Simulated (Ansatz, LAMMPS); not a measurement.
**Relaxing glassy 56SiO2-19BaO-25CaO (mol %) (82 atoms)**

How does glassy 56SiO2-19BaO-25CaO (mol %) (82 atoms) relax, and what do bonds, charges and levels look like afterwards?

Method: Kohn-Sham DFT, revPBE, PAW (set soft_2), plane waves, in Ansatz 0.2.0.

## 1. Starting point

The cell holds 82 atoms: 18 Si, 6 Ba, 8 Ca and 50 O. Its edges and angles: a = 10.676 Å, b = 10.676 Å, c = 10.676 Å, α = 90.0°, β = 90.0°, γ = 90.0°. 82 atoms (18 Si, 6 Ba, 8 Ca, 50 O) placed at random at 3.25 g/cm³, melted at 4000 K for 10 ps at fixed volume with the Morse and Coulomb pair potential with partial charges (Pedone, Malavasi, Menziani, Cormack and Segre, J. Phys. Chem. B 110, 11780 (2006)). Quenched from 4000 K to 300 K at 10 K/ps and fixed volume, held 10 ps at zero pressure.

Before any run, some limits are plain. The quench rate of 10 K/ps is orders of magnitude faster than experiment, which tends to freeze in extra defects. The network of bonds at the start is that of the classical potential that made the cell. Sampling is at Γ alone, for a cell whose shortest periodic width is 11 Å. The levels lack spin–orbit coupling, which is large for the heavy elements here.

## 2. Making the structure

A classical potential makes the cell, at a small fraction of what the same run would cost in DFT.

This step: classical MD, Morse and Coulomb pair potential with partial charges (Pedone, Malavasi, Menziani, Cormack and Segre, J. Phys. Chem. B 110, 11780 (2006)) (LAMMPS 22 Jul 2025 - Update 4).

File in.lmp:

```
# melt-quench of Si18Ba6Ca8O50
units metal
atom_style charge
boundary p p p
region box block 0 10.7785 0 10.7785 0 10.7785
create_box 4 box
mass 1 28.0850   # Si
mass 2 137.3270   # Ba
mass 3 40.0780   # Ca
mass 4 15.9990   # O
create_atoms 1 random 18 47134 NULL overlap 1.5 maxtry 2000
create_atoms 2 random 6 47141 NULL overlap 1.5 maxtry 2000
create_atoms 3 random 8 47148 NULL overlap 1.5 maxtry 2000
create_atoms 4 random 50 47155 NULL overlap 1.5 maxtry 2000
pair_style hybrid/overlay pedone 5.5 coul/long 8.0
pair_coeff * * coul/long
pair_coeff 1 4 pedone 0.340554 2.006700 2.100000 1   # Si-O
pair_coeff 2 4 pedone 0.065011 1.547596 3.393410 5   # Ba-O
pair_coeff 3 4 pedone 0.030211 2.241334 2.923245 5   # Ca-O
pair_coeff 4 4 pedone 0.042395 1.379316 3.618701 22   # O-O
set type 1 charge 2.4
set type 2 charge 1.2
set type 3 charge 1.2
set type 4 charge -1.2
kspace_style pppm 1.0e-4
neigh_modify delay 0 every 1 check yes
thermo_style custom step time temp pe press density
thermo_modify norm yes
timestep 0.002
thermo 100
min_style cg
minimize 1e-4 1e-4 200 2000
reset_timestep 0
velocity all create 4000 47135 mom yes dist gaussian
# [... 11 lines left out ...]
fix md all nvt temp 4000 300 0.2
run 185000 post no
unfix md
thermo 1666
fix md all npt temp 300 300 0.2 iso 0 0 2
run 5000 post no
unfix md
write_dump all custom glass.dump id type xs ys zs modify sort id
```

Launch:

```
> lmp -in in.lmp -log none -nocite
```

Numbers of over 12 decimals in the logs are rounded to 6 here.

The log of the run:

```text
LAMMPS (22 Jul 2025 - Update 4)
Created orthogonal box = (0 0 0) to (10.7785 10.7785 10.7785)
Created 18 atoms
Created 6 atoms
Created 8 atoms
Created 50 atoms
PPPM initialization ...
  G vector (1/distance) = 0.38345672
  grid = 12 12 12
  estimated relative force accuracy = 5.001836e-05
   Step          Time           Temp          PotEng         Press         Density
         0   0              0             -1.3880599      594080.08      3.2490161
        97   0.194          0             -13.968823     -18316.465      3.2490161
Loop time of 0.0643329 s on 1 MPI rank(s) for 97 steps with 82 atoms
Minimization stats:
  Stopping criterion = energy tolerance
  Energy initial, next-to-last, final =
     -1.38805991224065   -13.967517657661   -13.968822740937
  Force two-norm initial, final = 255.07786 2.0140243
  Iterations, force evaluations = 97 127
   Step          Time           Temp          PotEng         Press         Density
         0   0              4000          -13.968823      17407.016      3.2490161
       500   1              2360.4059     -13.737671      16382.328      3.2490161
      1000   2              2055.7349     -13.768157      14422.708      3.2490161
Loop time of 0.405245 s on 1 MPI rank(s) for 1000 steps with 82 atoms
   Step          Time           Temp          PotEng         Press         Density
      1000   2              2055.7349     -13.768157      14422.708      3.2490161
      1666   3.332          4201.3376     -13.362498      53664.509      3.2490161
      2499   4.998          4069.2495     -13.496346      46584.689      3.2490161
      3332   6.664          3877.166      -13.312083      65963.076      3.2490161
      4165   8.33           3601.8818     -13.469632      27130.925      3.2490161
      4998   9.996          3757.5169     -13.459048      77307.93       3.2490161
      5831   11.662         4083.0335     -13.414172      36794.162      3.2490161
[... 1 line left out ...]
Loop time of 2.08494 s on 1 MPI rank(s) for 5000 steps with 82 atoms
   Step          Time           Temp          PotEng         Press         Density
[... 12 lines left out ...]
Loop time of 72.897 s on 1 MPI rank(s) for 185000 steps with 82 atoms
   Step          Time           Temp          PotEng         Press         Density
[... 1 line left out ...]
    191590   383.18         312.616       -14.052898      4788.0985      3.3136484
    193256   386.512        254.90133     -14.045051     -562.4206       3.3308182
    194922   389.844        276.31234     -14.049229      7459.3901      3.3134366
    196000   392            283.32539     -14.053886     -539.82811      3.343757
Loop time of 2.65251 s on 1 MPI rank(s) for 5000 steps with 82 atoms
```

The job ended after 78 s (1 thread of Arm Neoverse V1, shared host; peak memory 0.069 GiB).

## 3. Single point at the start

The forces at the start show how far the geometry lies from a minimum of this functional.

File input.yaml:

```yaml
crystal:
  lattice:
    - [10.67573, 0.0, 0.0]
    - [0.0, 10.67573, 0.0]
    - [0.0, 0.0, 10.67573]
  atoms:
    - { symbol: Si, position: [0.16391, 0.8242, 0.74932] }
    - { symbol: Si, position: [0.81324, 0.06647, 0.80217] }
    - { symbol: Si, position: [0.46768, 0.06801, 0.74554] }
    - { symbol: Si, position: [0.62494, 0.33345, 0.48466] }
    - { symbol: Si, position: [0.65109, 0.3134, 0.20211] }
    - { symbol: Si, position: [0.39579, 0.6624, 0.68883] }
    - { symbol: Si, position: [0.40365, 0.67181, 0.08298] }
    - { symbol: Si, position: [0.00353, 0.713, 0.37051] }
    - { symbol: Si, position: [0.62707, 0.88292, 0.30079] }
    - { symbol: Si, position: [0.33252, 0.92664, 0.95305] }
    - { symbol: Si, position: [0.25658, 0.59476, 0.31756] }
    - { symbol: Si, position: [0.20406, 0.19502, 0.67571] }
    - { symbol: Si, position: [0.66635, 0.04798, 0.54469] }
    - { symbol: Si, position: [0.90133, 0.19087, 0.28057] }
    - { symbol: Si, position: [0.11329, 0.37083, 0.18796] }
    - { symbol: Si, position: [0.89573, 0.68577, 0.79359] }
    - { symbol: Si, position: [0.06758, 0.96409, 0.25852] }
    - { symbol: Si, position: [0.33866, 0.41501, 0.54171] }
    - { symbol: Ba, position: [0.0914, 0.64892, 0.02957] }
    - { symbol: Ba, position: [0.66976, 0.64208, 0.52879] }
    - { symbol: Ba, position: [0.37664, 0.31752, 0.97202] }
    - { symbol: Ba, position: [0.10586, 0.11491, 0.98723] }
    - { symbol: Ba, position: [0.66529, 0.41958, 0.82971] }
    - { symbol: Ba, position: [0.97388, 0.37743, 0.53875] }
    - { symbol: Ca, position: [0.58642, 0.06039, 0.05157] }
    - { symbol: Ca, position: [0.96729, 0.97974, 0.56296] }
    - { symbol: Ca, position: [0.87335, 0.9039, 0.03778] }
    - { symbol: Ca, position: [0.72939, 0.62987, 0.14547] }
    - { symbol: Ca, position: [0.36761, 0.11353, 0.24638] }
    - { symbol: Ca, position: [0.99527, 0.36954, 0.85044] }
    - { symbol: Ca, position: [0.63263, 0.78966, 0.87103] }
    - { symbol: Ca, position: [0.30888, 0.89026, 0.45051] }
    - { symbol: O, position: [0.33284, 0.55955, 0.01012] }
    - { symbol: O, position: [0.20093, 0.27711, 0.80811] }
    - { symbol: O, position: [0.84924, 0.70723, 0.94503] }
    - { symbol: O, position: [0.09429, 0.88525, 0.14025] }
    - { symbol: O, position: [0.54505, 0.0151, 0.62756] }
    - { symbol: O, position: [0.15892, 0.50743, 0.23146] }
    - { symbol: O, position: [0.77092, 0.22005, 0.20825] }
    - { symbol: O, position: [0.14684, 0.87981, 0.61262] }
    - { symbol: O, position: [0.52875, 0.64243, 0.75657] }
    - { symbol: O, position: [0.51404, 0.18488, 0.80811] }
    - { symbol: O, position: [0.53076, 0.22847, 0.17758] }
    - { symbol: O, position: [0.80504, 0.76185, 0.71038] }
    - { symbol: O, position: [0.71911, 0.99057, 0.88864] }
    - { symbol: O, position: [0.34453, 0.52458, 0.64672] }
    - { symbol: O, position: [0.47954, 0.36936, 0.53051] }
    - { symbol: O, position: [0.93793, 0.66396, 0.23682] }
    - { symbol: O, position: [0.49034, 0.94384, 0.30897] }
    - { symbol: O, position: [0.68812, 0.94802, 0.43227] }
    - { symbol: O, position: [0.32601, 0.10385, 0.69272] }
    - { symbol: O, position: [0.18172, 0.01526, 0.32613] }
    - { symbol: O, position: [0.96826, 0.07232, 0.20206] }
    - { symbol: O, position: [0.99988, 0.30597, 0.27616] }
    - { symbol: O, position: [0.77341, 0.04691, 0.65275] }
    - { symbol: O, position: [0.6632, 0.41458, 0.09863] }
    - { symbol: O, position: [0.2432, 0.30209, 0.57022] }
    - { symbol: O, position: [0.22869, 0.27927, 0.19474] }
    - { symbol: O, position: [0.3445, 0.80707, 0.04283] }
    - { symbol: O, position: [0.94352, 0.99891, 0.84336] }
    - { symbol: O, position: [0.63764, 0.73723, 0.3101] }
    - { symbol: O, position: [0.695, 0.92463, 0.17483] }
    - { symbol: O, position: [0.45135, 0.95348, 0.85022] }
    - { symbol: O, position: [0.33691, 0.05215, 0.03174] }
    - { symbol: O, position: [0.41273, 0.73995, 0.56869] }
    - { symbol: O, position: [0.89098, 0.15054, 0.41921] }
    - { symbol: O, position: [0.04094, 0.74141, 0.7916] }
    - { symbol: O, position: [0.83408, 0.20919, 0.84884] }
    - { symbol: O, position: [0.21334, 0.91778, 0.8638] }
    - { symbol: O, position: [0.30384, 0.49771, 0.42021] }
    - { symbol: O, position: [0.27821, 0.7279, 0.75993] }
    - { symbol: O, position: [0.72253, 0.39693, 0.57011] }
    - { symbol: O, position: [0.98513, 0.87242, 0.35674] }
    - { symbol: O, position: [0.0606, 0.37314, 0.04636] }
    - { symbol: O, position: [0.35824, 0.64458, 0.22494] }
    - { symbol: O, position: [0.89685, 0.54135, 0.77928] }
    - { symbol: O, position: [0.65188, 0.37096, 0.33934] }
    - { symbol: O, position: [0.63514, 0.1795, 0.48915] }
    - { symbol: O, position: [0.16546, 0.70017, 0.37191] }
    - { symbol: O, position: [0.54758, 0.67861, 0.04125] }
    - { symbol: O, position: [0.07141, 0.14609, 0.64331] }
    - { symbol: O, position: [0.95971, 0.63752, 0.48434] }
kpoints:
  mp_grid: { grid: [1, 1, 1] }
hamiltonian:
  xc: revpbe
scf:
  occupations: { method: fixed }
output:
  forces: true
  stress: true
  populations: true
  dos:
    method: { smearing: { sigma: 0.15 } }
    de: 0.1
    projected: { site_lists: { Ba: [Ba], Ca: [Ca], O: [O], Si: [Si] } }
  eigenvalues: true
```

Launch:

```
> ansatz run input.yaml --threads 4 --pin off --max-ram 8192MiB --backend cpu --events-out ev --progress --plain --runs-dir out
```

The log of the run:

```text
Engine: ansatz 0.2.0, aarch64-unknown-linux-gnu
Pseudopotentials: kind: paw
Pseudopotential: Si, paw, valence charge 4, recommended cutoff 420 eV (normal), Si.paw.azcp
Pseudopotential: Ba, paw, valence charge 10, recommended cutoff 420 eV (normal), Ba.paw.azcp
Pseudopotential: Ca, paw, valence charge 10, recommended cutoff 420 eV (normal), Ca.paw.azcp
Pseudopotential: O, paw, valence charge 6, recommended cutoff 420 eV (normal), O.paw.azcp
Functional definition: revPBE
  parameter kappa = 1.245
  parameter beta = 0.066725
  exchange = pbe_x(kappa = kappa, mu = beta*pi^2/3)
  correlation = pbe_c(beta = beta)
Crystal: 82 atoms, lattice volume = 1216.726 Å³
Basis set: ecut = 420 eV, 23847 PW (Γ), exchange–correlation on 144×144×144 points (8 copies of the dense FFT grid, shifted against one another)
Bands: 338, of which v1, the nominal top of the filled ones, is band 256 counted from 1 (255 counted from 0)
Symmetry: 1 space group operations
Space group: P1 (ITA 1), of the structure as read, at distance tolerance 1.1e-4 Å
k-points: 1
Non-local potential: Si, projectors of the file, l = 0: 2, l = 1: 2, l = 2: 2
Non-local potential: Ba, projectors of the file, l = 0: 3, l = 1: 2, l = 2: 2, l = 3: 2
Non-local potential: Ca, projectors of the file, l = 0: 3, l = 1: 2, l = 2: 2
Non-local potential: O, projectors of the file, l = 0: 2, l = 1: 2, l = 2: 1
PAW form: soft (Blöchl's): semilocal exchange-correlation on the pseudo side does not see the compensation charge
PAW frozen core: Si, regenerated for the run's functional, and the local potential with it (the file was generated under x = pbe(κ = 0.804, μ = 0.219515), c = pbe(β = 0.066725))
PAW frozen core: Ba, regenerated for the run's functional, and the local potential with it (the file was generated under x = pbe(κ = 0.804, μ = 0.219515), c = pbe(β = 0.066725))
PAW frozen core: Ca, regenerated for the run's functional, and the local potential with it (the file was generated under x = pbe(κ = 0.804, μ = 0.219515), c = pbe(β = 0.066725))
PAW frozen core: O, regenerated for the run's functional, and the local potential with it (the file was generated under x = pbe(κ = 0.804, μ = 0.219515), c = pbe(β = 0.066725))
PAW one-centre angular grid: Si, 110 points (default); XC on 64 Gauss nodes
PAW one-centre angular grid: Ba, 194 points (default); XC on 64 Gauss nodes
PAW one-centre angular grid: Ca, 110 points (default); XC on 64 Gauss nodes
PAW one-centre angular grid: O, 110 points (default); XC on 64 Gauss nodes
Initial density: superposition of atomic densities (neutral atoms: chi_scale 0, normalization atom), corrected by the library's trained network
Initial wavefunctions: pseudopotential atomic-orbital guess
Functional: x = revpbe(κ = 1.245, μ = 0.219515), c = pbe(β = 0.066725)
SCF iter   1: F=—  HF=-90320.250663 eV  |F-HF|=—  |Δ(HF+E_count)|=         —  Δρ=3.68e-3  dr2=1.86e-1  ethr=1.77e-3  ⟨swp⟩=6.0  Hψ=1295  notcnv=0  defer=80
preconditioner: auto → Resta (q_TF=auto, 2.362 Å⁻¹)  ε∞=3.3  [insulator: Δε(μ)=3.524 eV  Ē_g=15.347 eV  n_scr=256 (ndim 8)  ℏωp=23.4 eV  f_vac=0.096  ε∞_Penn≈3.3]
SCF iter   2: F=—  HF=-90320.239993 eV  |F-HF|=—  |Δ(HF+E_count)|=   1.07e-2  Δρ=1.91e-3  dr2=2.71e-2  ethr=3.62e-5  ⟨swp⟩=3.0  Hψ=629  notcnv=0  defer=80
SCF iter   3: F=—  HF=-90320.244303 eV  |F-HF|=—  |Δ(HF+E_count)|=   4.31e-3  Δρ=8.12e-4  dr2=9.14e-3  ethr=5.30e-6  ⟨swp⟩=3.0  Hψ=442  notcnv=0  defer=80
SCF iter   4: F=—  HF=-90320.246617 eV  |F-HF|=—  |Δ(HF+E_count)|=   2.31e-3  Δρ=2.24e-4  dr2=5.70e-4  ethr=1.78e-6  ⟨swp⟩=3.0  Hψ=433  notcnv=0  defer=80
SCF iter   5: F=—  HF=-90320.246878 eV  |F-HF|=—  |Δ(HF+E_count)|=   2.61e-4  Δρ=1.03e-4  dr2=1.21e-4  ethr=1.11e-7  ⟨swp⟩=2.0  Hψ=471  notcnv=0  defer=80
SCF iter   6: F=—  HF=-90320.247033 eV  |F-HF|=—  |Δ(HF+E_count)|=   1.55e-4  Δρ=3.69e-5  dr2=1.75e-5  ethr=2.37e-8  ⟨swp⟩=2.0  Hψ=501  notcnv=0  defer=80
SCF iter   7: F=—  HF=-90320.248899 eV  |F-HF|=—  |Δ(HF+E_count)|=   1.87e-3  Δρ=1.90e-5  dr2=3.68e-6  ethr=3.43e-9  ⟨swp⟩=2.0  Hψ=595  notcnv=0  defer=79
SCF iter   8: F=—  HF=-90320.248902 eV  |F-HF|=—  |Δ(HF+E_count)|=   3.13e-6  Δρ=6.19e-6  dr2=4.13e-7  ethr=7.20e-10  ⟨swp⟩=2.0  Hψ=454  notcnv=0  defer=79
SCF iter   9: F=—  HF=-90320.248903 eV  |F-HF|=—  |Δ(HF+E_count)|=   1.18e-6  Δρ=3.93e-6  dr2=1.56e-7  ethr=1.95e-11  ⟨swp⟩=20.0  Hψ=2737  notcnv=0
SCF iter  10: F=-90320.248903 eV  HF=-90320.248903 eV  |F-HF|=1.83e-8  |Δ(HF+E_count)|=   2.72e-8  Δρ=1.17e-6  dr2=1.62e-8  ethr=1.95e-11  ⟨swp⟩=4.0  Hψ=1004  notcnv=0
SCF 1 converged in 10 iterations: F = -90320.248903 eV  dr2 = 1.62e-8
  greatest PAW one-centre occupation: 0.995 electrons in one spin orbital (limit 2), on the Ca atom at site 25 (counted from 0), in its partial waves of l = 0
SCF converged after 10 iterations
Free energy (F): -90320.248903 eV
Harris-Foulkes:  -90320.248903 eV  (|F-HF|=1.83e-8)
Internal energy: -90320.248903 eV  (E = F + TS)
E sigma→0 (E₀):  -90320.248903 eV
Fermi energy:    5.652602 eV
--- Per-component energies (eV) ---
  E_band       = -2323.795599
  E_kinetic    = 13005.454188
  E_local      = -32050.041050  (includes V_loc(G=0)·N_el)
  E_nonlocal   = 3646.955582
  E_hartree    = 11740.885904
  E_xc         = -6883.345279
  E_vxc        = -7833.776018  (∫ρ·V_xc dr)
  E_paw        = -55540.993124  (= ΣΔE_a)
  E_vpaw       = -2574.286094  (= ΣTr[D̂ρ^β])
  E_aug_tail   = 0.125951  (compensation charges beyond the density's cutoff)
  E_ewald      = -24237.665850
  E_core_change = -1.625225  (= ΣΔE_core)
  E_smearing   = -0.000000  (= −TS)
  E_closure    = -0.000000  (closes the sum)
  Σ components = -90320.248903   (vs F -90320.248903, Δ=0.00e0)
--- Forces (eV/Å), atoms counted from 1 ---
  atom   1  Si    -0.17465442    -0.51796259    -0.95574964
  atom   2  Si     1.76895986     0.26776884     0.90439336
  atom   3  Si    -2.48990417    -2.27026792    -1.90269133
  atom   4  Si    -1.90673303    -2.78227273    -1.06458380
  atom   5  Si     0.24739974    -0.93845901    -0.12110691
  atom   6  Si    -0.77545446    -0.67915685     0.34145269
  atom   7  Si     0.51523298    -1.95610401    -2.24242453
  atom   8  Si    -0.02098754     0.74562774    -4.01963849
  atom   9  Si    -0.32796775     1.28357888     1.22405006
  atom  10  Si     1.43203030    -0.71491248    -0.92667304
  atom  11  Si    -1.96060612    -2.00197413    -0.24579709
  atom  12  Si     2.03345167     0.88289910     2.07268220
  atom  13  Si     0.05684245    -1.35495074    -0.74372608
  atom  14  Si    -0.01618400    -1.13327585    -0.59897680
[...]
atom  81  O     -1.55696624    -0.00980403    -0.74078399
  atom  82  O     -1.47545337    -1.57892493     2.60309267
  max |Σ_I F_I| component: 7.80e-5 eV/Å
--- Stress (GPa, compression-positive) ---
        6.787524       0.130235      -0.366177
        0.130234       7.587144      -0.281653
       -0.366175      -0.281654       6.697322
  P = ⅓ Tr σ = 7.0240 GPa (70.240 kbar)
--- Band table (eV) ---
  k-point 0: bands = ["-34.4455", "-34.2252", "-33.7473", "-33.5467", [... 322 levels ...], "13.1221", "13.1923", "13.2393", "13.2793", "13.3206", "13.3995", "13.4132", "13.4526", "13.4719", "13.5561", "13.5792", "13.6189"]
--- Löwdin populations: 82 sites ---
  site symbol       q [e]
     0     Si      2.2989
     1     Si      2.3916
     2     Si      2.2902
[...]
81      O      6.9793
  spilling = 0.014687 (of n_electrons = 512.000000)
```

Wall time 24 s (4 threads of Arm Neoverse V1, shared host); peak memory 1.5 GiB; 88 s of CPU time.

The run gave:

- free energy: -90320.2489 eV
- free energy per atom: -1101.4664 eV/atom
- SCF cycles: 10
- pressure: 7.024 GPa
- r.m.s. force component: 1.377 eV/Å
- longest force: 6.277 eV/Å
- Fermi energy: 5.653 eV
- gap (highest filled to lowest empty level): 3.413 eV
- spilling of the projection: 0.01469

The r.m.s. force component of 1.4 eV/Å and the pressure of 7.0 GPa set the starting point.

Neighbours are counted within 2.12 Å (O-Si), 2.88 Å (O-Ca), 3.33 Å (O-Ba).

Length of the force by element and coordination:

| element | coordination | atoms | mean length of the force (eV/Å) | spread | least | most |
| --- | --- | --- | --- | --- | --- | --- |
| Ba | all | 6 | 1.09 | 0.435 | 0.287 | 1.64 |
| Ba | 6 | 3 | 1.07 | 0.573 | 0.287 | 1.64 |
| Ba | 7 | 1 | 1.38 | 0 | 1.38 | 1.38 |
| Ba | 8 | 2 | 0.956 | 0.115 | 0.842 | 1.07 |
| Ca | all | 8 | 0.875 | 0.356 | 0.377 | 1.52 |
| Ca | 4 | 1 | 1.20 | 0 | 1.20 | 1.20 |
| Ca | 5 | 5 | 0.922 | 0.360 | 0.488 | 1.52 |
| Ca | 6 | 2 | 0.597 | 0.220 | 0.377 | 0.817 |
| O | all | 50 | 2.27 | 1.22 | 0.177 | 6.28 |
| O | 2 | 11 | 2.12 | 0.635 | 0.907 | 3.02 |
| O | 3 | 26 | 2.28 | 1.41 | 0.177 | 6.28 |
| O | 4 | 11 | 2.52 | 1.18 | 0.993 | 4.78 |
| O | 5 | 2 | 1.55 | 0.641 | 0.913 | 2.20 |
| Si | all | 18 | 2.38 | 1.02 | 0.978 | 4.09 |

[end of part 1 of 3]

[Logs are printed without paths, hosts, clocks, repeated set-up lines and the standing remarks that a program may print on its own settings, such as how far it seeks lower states.]

[Hosts, paths, dates, database ids (printed as entryN), source tags and the programs' standing remarks are cut or masked in the printed files.]
